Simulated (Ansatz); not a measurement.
# Which metal contacts WSi2N4? The Schottky-Mott estimate

If a metal and one layer of WSi2N4 lined up by their vacuum levels alone, the barrier for electrons would be the work function less the affinity, and that for holes the ionisation energy less the work function. What does that give for common contact metals?

**Method.** Ansatz 0.2.0, plane waves with PAW datasets (its set soft_2), PBE. Layers: cell and atoms relaxed with a dispersion term, band edges read against the vacuum level. Here the gap is 2.43 eV, the ionisation energy 5.34 eV and the affinity 2.91 eV. Metals: relaxed slabs of 7 layers at the tabulated experimental lattice constant, Fermi-Dirac smearing of 0.1 eV, Ni with spin. Labels allow 0.1 eV either way. The layer is built with its outer anions above the metal atom, one of several stackings, and need not be the one that is grown.

What came out:

```tsv
metal	work function (eV)	barrier for electrons (eV)	barrier for holes (eV)	by the rule
Sc(0001)	3.59	0.68	1.75	favours electrons
Al(111)	4.03	1.12	1.31	mid-gap
Hf(0001)	4.33	1.42	1.01	favours holes
Ti(0001)	4.37	1.46	0.97	favours holes
Ag(111)	4.49	1.58	0.85	favours holes
Mo(110)	4.56	1.65	0.78	favours holes
Cu(111)	4.82	1.91	0.52	favours holes
W(110)	4.84	1.93	0.50	favours holes
Ru(0001)	5.01	2.10	0.33	favours holes
Ni(111)	5.06	2.15	0.28	favours holes
Pd(111)	5.24	2.33	0.10	favours holes
Au(111)	5.27	2.36	0.07	at the valence edge
Pt(111)	5.71	2.80	−0.37	no barrier for holes
```

What this shows: By the rule the Fermi level lies over the conduction edge for 0, inside the gap for 12 and under the valence edge for 1 of the 13 metals. The middle of the gap lies 4.12 eV under the vacuum level: metals with a smaller work function favour electrons, those with a larger one holes. Worked for Cu(111): 4.82 − 2.91 = 1.91 eV and 5.34 − 4.82 = 0.52 eV, which add up to the gap, 2.43 eV.

**Limits.** This is the limit without any interaction. A real contact lowers the metal's work function by compressing its electron tail, moves charge and can pin the Fermi level, so barriers at bonded contacts depend far less on the metal; van der Waals contacts come nearer to the rule. The layer is built from a prototype, and its stability was not tested. PBE gaps usually lie under quasiparticle gaps, which makes the two barriers together too small, and a missing barrier can be an artefact of that. Spin-orbit coupling is left out. The table is a selection: not every member that was run is listed.

[Logs are printed without paths, hosts, clocks, repeated set-up lines and the standing remarks that a program may print on its own settings, such as how far it seeks lower states.]
